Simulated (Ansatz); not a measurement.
# I on Ni(111): change of the work function, part 2 of 2

How does one ordered layer of I (fcc site) change the work function of Ni(111), and what dipole does each adsorbate carry?

Ansatz 0.2.0; plane-wave DFT, PBE, Ansatz PAW.

So far, work function, upper face (eV): step 2 (the clean slab) 5.07.

**3. The covered slab**

System of this step: Ni16I (I/Ni(111)). The cell holds 17 atoms: 16 Ni and 1 I. Its edges and angles: a = 4.978 Å, b = 4.978 Å, c = 26.359 Å, α = 90.0°, β = 90.0°, γ = 60.0°. Vacuum lies along c.

The clean slab as it ended is repeated in the plane and the adsorbate is set on one face; the cell's size fixes the coverage, and the k-mesh shrinks with it to keep the sampling density about even. Adsorbate and upper layers relax, since the dipole depends on the height.

File input.yaml:

```yaml
crystal:
  lattice:
    - [4.9780317395, 0.0, 0.0]
    - [2.4890158698, 4.3111019473, 0.0]
    - [0.0, 0.0, 26.3592834027]
  atoms:
    - { symbol: Ni, position: [0.0, 0.0, 0.3414356856], spin: 0.7 }
    - { symbol: Ni, position: [0.1666666667, 0.1666666667, 0.4185346308], spin: 0.72 }
    - { symbol: Ni, position: [0.3333333333, 0.3333333333, 0.4953771722], spin: 0.72 }
    - { symbol: Ni, position: [0.0, 0.0, 0.5714482447], spin: 0.7 }
    - { symbol: Ni, position: [0.0, 0.5, 0.3414356856], spin: 0.7 }
    - { symbol: Ni, position: [0.1666666667, 0.6666666667, 0.4185346308], spin: 0.72 }
    - { symbol: Ni, position: [0.3333333333, 0.8333333333, 0.4953771722], spin: 0.72 }
    - { symbol: Ni, position: [0.0, 0.5, 0.5714482447], spin: 0.7 }
    - { symbol: Ni, position: [0.5, 0.0, 0.3414356856], spin: 0.7 }
    - { symbol: Ni, position: [0.6666666667, 0.1666666667, 0.4185346308], spin: 0.72 }
    - { symbol: Ni, position: [0.8333333333, 0.3333333333, 0.4953771722], spin: 0.72 }
    - { symbol: Ni, position: [0.5, 0.0, 0.5714482447], spin: 0.7 }
    - { symbol: Ni, position: [0.5, 0.5, 0.3414356856], spin: 0.7 }
    - { symbol: Ni, position: [0.6666666667, 0.6666666667, 0.4185346308], spin: 0.72 }
    - { symbol: Ni, position: [0.8333333333, 0.8333333333, 0.4953771722], spin: 0.72 }
    - { symbol: Ni, position: [0.5, 0.5, 0.5714482447], spin: 0.7 }
    - { symbol: I, position: [0.1666666667, 0.1666666667, 0.6585643144] }
magnetization:
  spin_polarized: true
kpoints:
  mp_grid: { grid: [6, 6, 1] }
hamiltonian:
  xc: pbe
scf:
  occupations: { method: fermi_dirac, width: 0.1 }
  convergence: { dr2_threshold: 1.0e-08 }
efield:
  axis: 3
  dipole_correction: true
  ramp_position: 0.97
  ramp_width: 0.06
relax:
  f_tol: 0.02
  max_steps: 60
  constraints: [{ sites: [0, 1, 4, 5, 8, 9, 12, 13] }]
output:
  dos: { projected: true, e_range: [-8, 4] }
  write_potential: true
  write_density: true
  volumetric_format: npy
  elf: true
```

The run is started by

```
$ ansatz run input.yaml --threads 4 --pin off --max-ram 6144MiB --backend cpu --events-out ev --progress --plain --runs-dir out
```

The log of the run:

```text
[...]
Crystal: 17 atoms, lattice volume = 565.691 Å³
Basis set: ecut = 420 eV, 11027 PW (Γ), exchange–correlation on 72×72×360 points (8 copies of the dense FFT grid, shifted against one another)
Bands: 190, of which v1, the nominal top of the filled ones, is band 153 counted from 1 (152 counted from 0)
Symmetry: 6 space group operations
k-points: 7 of 36 (time reversal used)
[...]
Starting moments: Σ|m| = 11.36 μB on 16 of 17 sites
[...]
SCF iter   1: F=—  HF=-100929.601595 eV  |F-HF|=—  |Δ(HF+E_count)|=         —  Δρ=2.43e-2 (↑1.23e-2 ↓2.43e-2)  dr2=3.72e1  dr2_m=7.23e-1  M=11.625 μB ∫|m|=12.237 μB  β_m=1.00  ethr=3.10e-3  p=-0.000 e·Å  D=-3.82e-7 V/Å  ΔV_dip=0.00 eV  dr2_dipole=7.34e0  V_vac-E_F(+/−)=7.04/7.04 eV  ⟨swp⟩=9.5  Hψ=13365  notcnv=0  defer=195
[...]
SCF iter  18: F=-100945.217814 eV  HF=-100945.217814 eV  |F-HF|=2.92e-9  |Δ(HF+E_count)|=   1.57e-9  Δρ=6.41e-7 (↑2.80e-7 ↓6.41e-7)  dr2=4.15e-9  dr2_m=1.93e-10  M=10.592 μB ∫|m|=12.179 μB  ethr=3.28e-12  p=0.054 e·Å  D=1.72e-2 V/Å  ΔV_dip=-0.45 eV  dr2_dipole=3.76e-10  V_vac-E_F(+/−)=4.63/5.08 eV  ⟨swp⟩=14.3  Hψ=20460  notcnv=0
SCF 1 converged in 18 iterations: F = -100945.217814 eV  dr2 = 4.15e-9
[...]
relax step   1: F+E_penalty+E_count = -100945.21781430 eV  Δ(F+E_penalty+E_count) = +0.000e0 eV  max|allowed force component| = 7.940e-1 eV/Å  Δτ_max = 0.0000 Å  (18 SCF iters, accepted)
[...]
SCF iter  16: F=-100945.291651 eV  HF=-100945.291651 eV  |F-HF|=3.36e-9  |Δ(HF+E_count)|=   4.32e-9  Δρ=5.76e-7 (↑2.89e-7 ↓5.76e-7)  dr2=3.60e-9  dr2_m=1.68e-10  M=10.432 μB ∫|m|=12.002 μB  ethr=1.00e-12  p=0.086 e·Å  D=2.74e-2 V/Å  ΔV_dip=-0.72 eV  dr2_dipole=4.88e-10  V_vac-E_F(+/−)=4.36/5.08 eV  ⟨swp⟩=11.4  Hψ=18520  notcnv=0
SCF 2 converged in 16 iterations: F = -100945.291651 eV  dr2 = 3.60e-9
relax step   2: F+E_penalty+E_count = -100945.29165087 eV  Δ(F+E_penalty+E_count) = -7.384e-2 eV  max|allowed force component| = 2.433e-1 eV/Å  Δτ_max = 0.1424 Å  (16 SCF iters, accepted)
SCF iter   1: F=—  HF=-100945.304013 eV  |F-HF|=—  |Δ(HF+E_count)|=         —  Δρ=7.41e-4 (↑4.92e-4 ↓7.41e-4)  dr2=7.06e-3  dr2_m=6.41e-4  M=10.424 μB ∫|m|=11.993 μB  β_m=1.00  ethr=3.80e-5  p=0.086 e·Å  D=2.74e-2 V/Å  ΔV_dip=-0.72 eV  dr2_dipole=1.63e-4  V_vac-E_F(+/−)=4.35/5.08 eV  ⟨swp⟩=3.0  Hψ=4808  notcnv=0  defer=279
[...]
SCF iter  12: F=-100945.302310 eV  HF=-100945.302310 eV  |F-HF|=1.82e-9  |Δ(HF+E_count)|=   3.26e-9  Δρ=4.60e-7 (↑1.80e-7 ↓4.60e-7)  dr2=2.22e-9  dr2_m=2.89e-10  M=10.421 μB ∫|m|=11.990 μB  ethr=1.00e-12  p=0.088 e·Å  D=2.80e-2 V/Å  ΔV_dip=-0.74 eV  dr2_dipole=2.06e-10  V_vac-E_F(+/−)=4.34/5.08 eV  ⟨swp⟩=11.1  Hψ=18614  notcnv=0
SCF 3 converged in 12 iterations: F = -100945.302310 eV  dr2 = 2.22e-9
relax step   3: F+E_penalty+E_count = -100945.30231033 eV  Δ(F+E_penalty+E_count) = -1.066e-2 eV  max|allowed force component| = 9.680e-2 eV/Å  Δτ_max = 0.0144 Å  (12 SCF iters, accepted)
SCF iter   1: F=—  HF=-100945.305450 eV  |F-HF|=—  |Δ(HF+E_count)|=         —  Δρ=5.88e-4 (↑3.87e-4 ↓5.88e-4)  dr2=3.62e-3  dr2_m=4.22e-4  M=10.427 μB ∫|m|=11.996 μB  β_m=1.00  ethr=1.50e-5  p=0.088 e·Å  D=2.80e-2 V/Å  ΔV_dip=-0.74 eV  dr2_dipole=2.62e-4  V_vac-E_F(+/−)=4.34/5.08 eV  ⟨swp⟩=2.9  Hψ=5365  notcnv=0  defer=278
[...]
SCF iter  13: F=-100945.304830 eV  HF=-100945.304830 eV  |F-HF|=9.81e-9  |Δ(HF+E_count)|=  9.31e-10  Δρ=5.73e-7 (↑1.57e-7 ↓5.73e-7)  dr2=8.54e-9  dr2_m=2.75e-10  M=10.427 μB ∫|m|=11.998 μB  ethr=1.57e-12  p=0.087 e·Å  D=2.77e-2 V/Å  ΔV_dip=-0.73 eV  dr2_dipole=2.30e-9  V_vac-E_F(+/−)=4.35/5.08 eV  ⟨swp⟩=11.0  Hψ=17096  notcnv=0
SCF 4 converged in 13 iterations: F = -100945.304830 eV  dr2 = 8.54e-9
relax step   4: F+E_penalty+E_count = -100945.30483002 eV  Δ(F+E_penalty+E_count) = -2.520e-3 eV  max|allowed force component| = 8.149e-3 eV/Å  Δτ_max = 0.0140 Å  (13 SCF iters, accepted)
NSCF: frozen V_eff on 7 k-points
[...]
SCF converged after 13 iterations
Magnetization: 10.4268 μB (157.7134 up, 147.2866 down)
Absolute magnetization: 12.0103 μB (∫|ρ↑−ρ↓|, with the PAW one-centre terms)
[...]
Per-site moments (μB) at R_I (Å): [(0.697562, 1.026719), (0.711414, 1.021447), (0.717560, 1.007843), (0.635694, 1.008981), (0.697562, 1.026719), (0.712999, 1.022019), (0.717560, 1.007843), (0.635694, 1.008981), (0.697562, 1.026719), (0.712999, 1.022019), (0.717560, 1.007843), (0.635694, 1.008981), (0.703156, 1.026719), (0.712999, 1.022019), (0.602219, 1.008981), (0.708146, 1.007843), (0.040046, 1.064385)]
Free energy (F): -100945.304830 eV
[...]
Internal energy: -100944.368086 eV  (E = F + TS)
E sigma→0 (E₀):  -100944.836458 eV
Entropy (-TS):   -0.936744 eV (-55.103 meV/atom)
Fermi energy:    3.175927 eV
Dipole field:    D = 0.027785 V/Å  (p = 0.086861 e·Å, saw-weighted, corrected)
Work function:   Φ+ = 4.3455 eV   Φ− = 5.0779 eV
[...]
--- Forces (eV/Å), atoms counted from 1 ---
  atom   1  Ni    -0.00456620    -0.00263629     0.15028400
  atom   2  Ni    -0.00000000    -0.00000000    -0.13903353
  atom   3  Ni    -0.00269395    -0.00155535    -0.00269580
  atom   4  Ni     0.00577356     0.00333337     0.00226510
  atom   5  Ni     0.00000000     0.00527259     0.15028400
  atom   6  Ni    -0.02928023     0.01690495    -0.14717104
  atom   7  Ni     0.00000000     0.00311071    -0.00269580
  atom   8  Ni    -0.00000000    -0.00666673     0.00226510
  atom   9  Ni     0.00456620    -0.00263629     0.15028400
  atom  10  Ni    -0.00000000    -0.03380990    -0.14717104
  atom  11  Ni     0.00269395    -0.00155535    -0.00269580
  atom  12  Ni    -0.00577356     0.00333337     0.00226510
  atom  13  Ni     0.00000000    -0.00000000     0.12648917
  atom  14  Ni     0.02928023     0.01690495    -0.14717104
  atom  15  Ni    -0.00000000    -0.00000000     0.00814926
  atom  16  Ni     0.00000000     0.00000000    -0.00808582
  atom  17  I      0.00000000     0.00000000     0.00439120
  max |Σ_I F_I| component: 4.30e-5 eV/Å
--- Band table (eV; the first three rows and the last of 14) ---
  k-point 0 ↑: bands = [... 149 lower, 2.6251, 2.7286, 2.7524, 2.7524, 2.7740, 2.7740, 2.7776, 2.9512, ... 33 higher]
  k-point 1 ↑: bands = [... 149 lower, 2.5892, 2.5934, 2.6365, 2.6374, 2.6580, 2.6719, 2.6834, 2.9065, ... 33 higher]
  k-point 2 ↑: bands = [... 149 lower, 2.4909, 2.5349, 2.5445, 2.5636, 2.5715, 2.5936, 2.6381, 2.6608, ... 33 higher]
  k-point 6 ↓: bands = [... 149 lower, 3.1663, 3.1791, 3.1836, 3.2431, 3.2431, 3.2435, 3.2620, 3.2645, ... 33 higher]
--- Relaxed structure (4 steps of the walk, 4 accepted, 0 SCFs on fresh bases) ---
  F+E_penalty+E_count = -100945.30483002 eV   max|allowed force component| = 8.149e-3 eV/Å
  atoms:
    - { symbol: Ni, position: [-1.795949e-17, -1.795949e-17, 0.3414356856] }
    - { symbol: Ni, position: [0.166667, 0.166667, 0.4185346308] }
    - { symbol: Ni, position: [0.333149, 0.333149, 0.495082] }
    - { symbol: Ni, position: [-0.00257379, -0.00257379, 0.572302] }
    - { symbol: Ni, position: [0.0, 0.5, 0.3414356856] }
    - { symbol: Ni, position: [0.166667, 0.666667, 0.4185346308] }
    - { symbol: Ni, position: [0.333149, 0.833703, 0.495082] }
    - { symbol: Ni, position: [-0.00257379, 0.505148, 0.572302] }
    - { symbol: Ni, position: [0.5, -1.795949e-17, 0.3414356856] }
    - { symbol: Ni, position: [0.666667, 0.166667, 0.4185346308] }
    - { symbol: Ni, position: [0.833703, 0.333149, 0.495082] }
    - { symbol: Ni, position: [0.505148, -0.00257379, 0.572302] }
    - { symbol: Ni, position: [0.5, 0.5, 0.3414356856] }
    - { symbol: Ni, position: [0.666667, 0.666667, 0.4185346308] }
    - { symbol: Ni, position: [0.833333, 0.833333, 0.496606] }
    - { symbol: Ni, position: [0.5, 0.5, 0.570001] }
    - { symbol: I, position: [0.166667, 0.166667, 0.653036] }
```

Run time: 5.9 min. Hardware: 4 threads of Arm Neoverse V1, shared host; peak memory 3.2 GiB.

The steps of the relaxation:

```
step  energy less that of the first step (eV)  largest force component (eV/Å)
   1                                   0.0000                          0.7940
   2                                  -0.0738                          0.2433
   3                                  -0.0845                          0.0968
   4                                  -0.0870                          0.0081
```

Forces are held to the 6 operations that the program found; a distortion that breaks them can't arise in this run.

The atoms that moved most (Å):

| atom | dx | dy | dz | length |
| --- | --- | --- | --- | --- |
| I17 | 0.000 | 0.000 | -0.146 | 0.146 |
| Ni16 | 0.000 | 0.000 | -0.038 | 0.038 |
| Ni15 | 0.000 | 0.000 | 0.032 | 0.032 |
| Ni4 | -0.019 | -0.011 | 0.023 | 0.032 |
| Ni12 | 0.019 | -0.011 | 0.023 | 0.032 |
| Ni8 | 0.000 | 0.022 | 0.023 | 0.032 |
| Ni3 | -0.001 | -0.001 | -0.008 | 0.008 |
| Ni11 | 0.001 | -0.001 | -0.008 | 0.008 |

Final coordinates:

```
Ni I
1.0
     4.97803    0.00000    0.00000
     2.48902    4.31110    0.00000
     0.00000    0.00000   26.35928
Ni I
16 1
Direct
  0.00000 0.00000 0.34144
  0.16667 0.16667 0.41853
  0.33315 0.33315 0.49508
  0.99743 0.99743 0.57230
  0.00000 0.50000 0.34144
  0.16667 0.66667 0.41853
  0.33315 0.83370 0.49508
  0.99743 0.50515 0.57230
  0.50000 0.00000 0.34144
  0.66667 0.16667 0.41853
  0.83370 0.33315 0.49508
  0.50515 0.99743 0.57230
  0.50000 0.50000 0.34144
  0.66667 0.66667 0.41853
  0.83333 0.83333 0.49661
  0.50000 0.50000 0.57000
  0.16667 0.16667 0.65304
```

This step gave:

```yaml
energy_at_zero_smearing: -100944.8365 eV
total_moment: 10.43 μB
work_function_upper_face: 4.346 eV
work_function_lower_face: 5.078 eV
dipole_along_the_normal: 0.08686 e·Å
step_between_the_vacuum_levels: -0.7324 eV
```

Running mean over 2.032 Å of the planar mean; the ramp of the sawtooth is left out. Electron's electrostatic potential energy less the Fermi level against z:

```csv
z (Å),electron's electrostatic potential energy less the Fermi level (eV)
4,5.08
5,5.07
6,5.03
7,4.39
8,-3.19
9,-10.0
10,-10.3
11,-10.4
12,-10.4
13,-10.4
14,-10.6
15,-10.3
16,-5.93
17,0.318
18,1.82
19,3.75
20,4.31
21,4.34
22,4.35
23,4.35
```

The density of states has structure finer than the step of the table below, so its rows give means over 0.25 eV. Peaks (eV: height): total -1.680: 71.9, -1.350: 64.3, -1.050: 66.7, -0.960: 66.7, -0.810: 57.5, -0.690: 92.9, -0.630: 68.7; up -2.980: 34.0, -2.320: 36.5, -2.170: 39.0, -1.680: 41.6, -1.050: 32.0, -0.810: 38.0, -0.690: 48.8; down -1.530: 39.5, -1.350: 42.7, -1.050: 34.7, -0.960: 45.8, -0.690: 44.2, -0.030: 40.4, 0.090: 44.4.

Table of density of states by energy, zero at the Fermi level; means over each step; values in states/eV a cell:

```
energy (eV)  total     up   down
      -7.75  0.897  0.452  0.445
      -7.50  0.934  0.468  0.466
      -7.25   1.69  0.821  0.869
      -7.00   2.51   1.26   1.25
      -6.75   1.80  0.912  0.887
      -6.50   2.16   1.10   1.06
      -6.25   1.59  0.810  0.775
      -6.00   4.10   2.17   1.93
      -5.75   3.11   1.71   1.40
      -5.50   3.51   1.68   1.84
      -5.25   4.00   2.24   1.76
      -5.00   8.24   5.19   3.04
      -4.75   7.35   3.56   3.79
      -4.50   13.9   10.4   3.55
      -4.25   15.7   8.29   7.41
      -4.00   19.9   13.1   6.84
      -3.75   23.8   16.0   7.83
      -3.50   25.2   13.8   11.4
      -3.25   29.3   15.6   13.6
      -3.00   25.0   12.9   12.1
      -2.75   29.3   17.0   12.3
      -2.50   35.4   20.9   14.5
      -2.25   42.4   30.0   12.4
      -2.00   39.4   18.7   20.7
      -1.75   44.3   21.0   23.3
      -1.50   48.1   19.2   28.9
      -1.25   42.5   21.8   20.7
      -1.00   46.7   25.3   21.4
      -0.75   56.2   36.9   19.3
      -0.50   37.8   17.1   20.8
      -0.25   24.1   2.49   21.6
       0.00   31.0   3.45   27.6
       0.25   24.7   2.73   22.0
       0.50   7.35   2.88   4.46
       0.75   6.54   2.91   3.63
       1.00   6.18   3.10   3.08
       1.25   3.84  0.523   3.32
       1.50   6.61   4.26   2.35
       1.75   5.25   2.60   2.65
```

Projected DOS per atom over height of the atomic layer and energy from the Fermi level. Layers: Ni4 Ni4 Ni4 Ni4 I from below.

Values in states/eV, 22 rows by 5 columns, each cell a mean:
```
0.29 0.24 0.22 0.28 0.15
0.25 0.23 0.23 0.25 0.16
0.39 0.34 0.33 0.34 0.25
0.85 0.87 0.86 0.89 0.32
1.93 1.71 1.69 1.67 0.43
2.74 2.34 2.33 2.81 0.59
3.31 2.64 2.40 2.97 0.43
3.38 2.46 2.54 2.90 0.46
2.95 2.13 2.18 2.77 0.36
2.48 2.46 2.47 2.32 0.41
1.60 1.91 1.91 1.70 0.73
1.21 1.67 1.78 1.34 1.57
0.99 1.61 1.58 1.16 2.08
0.60 1.30 1.24 0.82 1.61
0.36 0.64 0.69 0.49 1.19
0.26 0.42 0.44 0.37 0.87
0.17 0.14 0.18 0.21 0.56
0.12 0.22 0.22 0.18 0.23
0.09 0.13 0.11 0.12 0.11
0.09 0.16 0.15 0.11 0.09
0.05 0.12 0.12 0.06 0.04
0.02 0.09 0.09 0.03 0.01
```
Columns: height of the atomic layer (Å) from 9 to 17.2; rows upwards: energy from the Fermi level (eV) from -7.96 to 1.95.

Projected DOS per atom, spin up over height of the atomic layer and energy from the Fermi level. Layers: Ni4 Ni4 Ni4 Ni4 I from below.

Ten even steps from '_' (0.01 states/eV) to '@' (2.05 states/eV), each cell a mean:
```
__________
__________
__________
__________
__________
++++++**::
@@##**%%..
##++++**..
##====**..
%%######..
==++++==..
----------
--==++--++
..==--::--
..::::..::
__....__::
________..
__________
__________
__________
__________
__________
```
Columns: height of the atomic layer (Å) from 9 to 17.2; rows upwards: energy from the Fermi level (eV) from -7.96 to 1.95.

Projected DOS per atom, spin down over height of the atomic layer and energy from the Fermi level. Layers: Ni4 Ni4 Ni4 Ni4 I from below.

Values in states/eV, 22 rows by 5 columns, each cell a mean:
```
0.15 0.14 0.13 0.15 0.08
0.15 0.15 0.16 0.16 0.11
0.25 0.18 0.17 0.19 0.13
0.67 0.74 0.73 0.72 0.19
1.77 1.55 1.52 1.51 0.29
1.57 1.15 1.11 1.52 0.14
1.26 1.05 0.98 1.15 0.18
1.87 1.30 1.35 1.58 0.25
1.33 1.20 1.25 1.42 0.13
0.71 0.89 0.86 0.69 0.19
0.71 0.79 0.77 0.75 0.49
0.46 0.87 0.99 0.57 0.84
0.36 0.60 0.51 0.39 1.01
0.22 0.47 0.51 0.34 0.81
0.14 0.19 0.20 0.17 0.58
0.11 0.16 0.17 0.16 0.41
0.08 0.07 0.09 0.10 0.27
0.06 0.11 0.10 0.08 0.10
0.04 0.06 0.06 0.06 0.06
0.04 0.08 0.07 0.06 0.04
0.03 0.06 0.06 0.03 0.02
0.01 0.04 0.05 0.01 0.01
```
Columns: height of the atomic layer (Å) from 9 to 17.2; rows upwards: energy from the Fermi level (eV) from -7.96 to 1.95.

Site moment by atom:

| atom | site moment (μB) |
| --- | --- |
| Ni1 | 0.698 |
| Ni2 | 0.711 |
| Ni3 | 0.718 |
| Ni4 | 0.636 |
| Ni5 | 0.698 |
| Ni6 | 0.713 |
| Ni7 | 0.718 |
| Ni8 | 0.636 |
| Ni9 | 0.698 |
| Ni10 | 0.713 |
| Ni11 | 0.718 |
| Ni12 | 0.636 |
| Ni13 | 0.703 |
| Ni14 | 0.713 |
| Ni15 | 0.602 |
| Ni16 | 0.708 |
| I17 | 0.040 |

Spin density in the ca plane at fractional y = 0.167, with atoms of Ni and I within 0.2 Å of it.

Values in units of 1e-1 e/Å³, 7 rows by 16 columns, each cell a mean:
```
 0.2  0.3 -0.1  0.0  0.1  0.4  0.0  0.3  0.0  0.1  0.0  0.0  0.0  0.0  0.0  0.0
 0.0  0.0  1.3  3.3  0.0  0.0 -0.1  0.0  0.0  0.0  0.0  0.0  0.0  0.0  0.0  0.0
-0.1 -0.1  2.8  7.7 -0.1 -0.1 -0.1 -0.1  0.0  0.0  0.0  0.0  0.0  0.0  0.0  0.0
 0.1  0.2  0.0  0.2  0.0  0.3  0.0  0.2  0.0  0.0  0.0  0.0  0.0  0.0  0.0  0.0
 0.1  0.1  0.1  0.3  0.0  0.2  0.0  0.2  0.0  0.1  0.0  0.0  0.0  0.0  0.0  0.0
-0.1 -0.1  3.1  8.5 -0.1 -0.1 -0.1 -0.1  0.0  0.0  0.0  0.0  0.0  0.0  0.0  0.0
 0.0  0.0  0.8  2.2  0.0  0.0  0.0  0.0  0.0  0.1  0.0  0.0  0.0  0.0  0.0  0.0
```
Columns run along c (16.0 Å, from fractional 0.31 to 0.92 of the cell), rows up along a (5.0 Å). Atoms in or near the plane, at fractional coordinates: Ni at (0.42, 0.17), Ni at (0.42, 0.67), I at (0.65, 0.17).

Valence density in the ca plane at fractional y = 0.167, with atoms of Ni and I within 0.2 Å of it. It is the smooth field of the valence electrons, not physical close to the nuclei.

Ten steps, logarithmic in the rise over the least value, from '0' (0 e/Å³) to '9' (43 e/Å³), each cell a mean:
```
01332101111112321123211111110000000000000000
01221111111112321112210000000000000000000000
01111113542111110011110000000000000000000000
00111127984111100001100000000000000000000000
00111127984111100001100000000000000000000000
01111114652111110011100000000000000000000000
01221111211112211112210000000000000000000000
01331101111113321123211111100000000000000000
01221112321112211112111123211000000000000000
00111125763111110011111256631000000000000000
00111137984111100000111367741000000000000000
00111126873111110001111257631000000000000000
01121112331111111111111123321000000000000000
```
Columns run along c (16.0 Å, from fractional 0.31 to 0.92 of the cell), rows up along a (5.0 Å). Atoms in or near the plane, at fractional coordinates: Ni at (0.42, 0.17), Ni at (0.42, 0.67), I at (0.65, 0.17).

ELF in the ca plane at fractional y = 0.167, with atoms of Ni and I within 0.2 Å of it. It is the smooth field of the valence electrons, not physical close to the nuclei.

Ten even steps from '0' (0.00) to '9' (0.77), each cell a mean:
```
22222232223222222222223689999742000000000000
22222222222322222222222368887421000000000000
22222323332222222222222123332100000000000000
33333324753233333333332100000000000000000000
33333325763233333333332100000000000000000000
32222323432232223322222112322100000000000000
22222222222322222222222357876420000000000000
22222232223222222222223689999741000000000000
22222222222322222222225777899852100000000000
33223323542232222222236653489963100000000000
34444225863233333333346634379973100000000000
33333324552233223222236643479963100000000000
22222322222322222222225777799863100000000000
```
Columns run along c (16.0 Å, from fractional 0.31 to 0.92 of the cell), rows up along a (5.0 Å). Atoms in or near the plane, at fractional coordinates: Ni at (0.42, 0.17), Ni at (0.42, 0.67), I at (0.65, 0.17).

The relaxation took 4 steps and lowered the energy by 0.087 eV; the largest force on the free atoms ends at 0.0081 eV/Å.

By hand: a sheet of dipoles makes a step −p/(ε₀A) in the electron's potential. With e/ε₀ = 180.95 V·Å, p = 0.08686 e·Å and A = 21.46 Å², that is −180.95 × (0.08686) / 21.46 = -0.732 eV, and the two vacuum levels of the run differ by -0.732 eV.

The covered face has 4.35 eV, -0.73 eV against the clean one; the bare back face has moved by -0.00 eV, a measure of how thin the slab is.

**4. Work function against coverage**

This step: plane-wave DFT, PBE, Ansatz PAW; work function against coverage (Ansatz 0.2.0).

The runs are now put side by side.

Numbers from this step:

```yaml
work_function_of_the_clean_face: 5.072 eV
largest_change_of_the_work_function: -0.7265 eV
```

Work function of the covered face against coverage:

```
coverage (adsorbates/nm²)  work function of the covered face (eV)
                     0.00                                    5.07
                     4.66                                    4.35
```

The dipole per adsorbate comes from the change of the cell's dipole. Coverage, by row:

```csv
coverage (1/nm²),coverage (ML),work function (eV),change (eV),"dipole per adsorbate, positive end outwards (debye)",mean height of the added atoms over the highest substrate atom (Å)
4.66,0.25,4.346,-0.7265,0.411,2.128
```

**5. Summary of results**

```yaml
work_function_of_the_clean_face: 5.07 eV
work_function_at_0p25_ml: 4.35 eV
dipole_per_adsorbate_at_0p25_ml_positive_end_outwards: 0.41 D
```

**Reading.** I lowers the work function of Ni(111) at the lowest coverage, by 0.73 eV: the adsorbate layer has its positive end outwards. An electronegative adsorbate that lowers the work function shows that charge transfer alone doesn't fix the sign: the pushed-back electron tail of the metal and the adsorbate's own polarisation count too. One coverage alone was completed, so no trend follows. The slab has 4 layers, at the tabulated experimental lattice constant, one starting site was run, and quantum-size effects of a slab this thin can reach one or two tenths of an eV. The magnetic order is the one reached from the typed start; other orders were not compared.

[Long decimals in the printed logs are rounded to 6 places.]

[Logs are printed without paths, hosts, clocks, repeated set-up lines and the standing remarks that a program may print on its own settings, such as how far it seeks lower states.]

[Hosts, paths, dates, database ids (printed as entryN), source tags and the programs' standing remarks are cut or masked in the printed files.]

[Maps of the electrostatic potential energy from Ansatz leave out the sawtooth potential of an applied field or a dipole correction, so their vacuum need not be flat; planar profiles and work functions include it.]
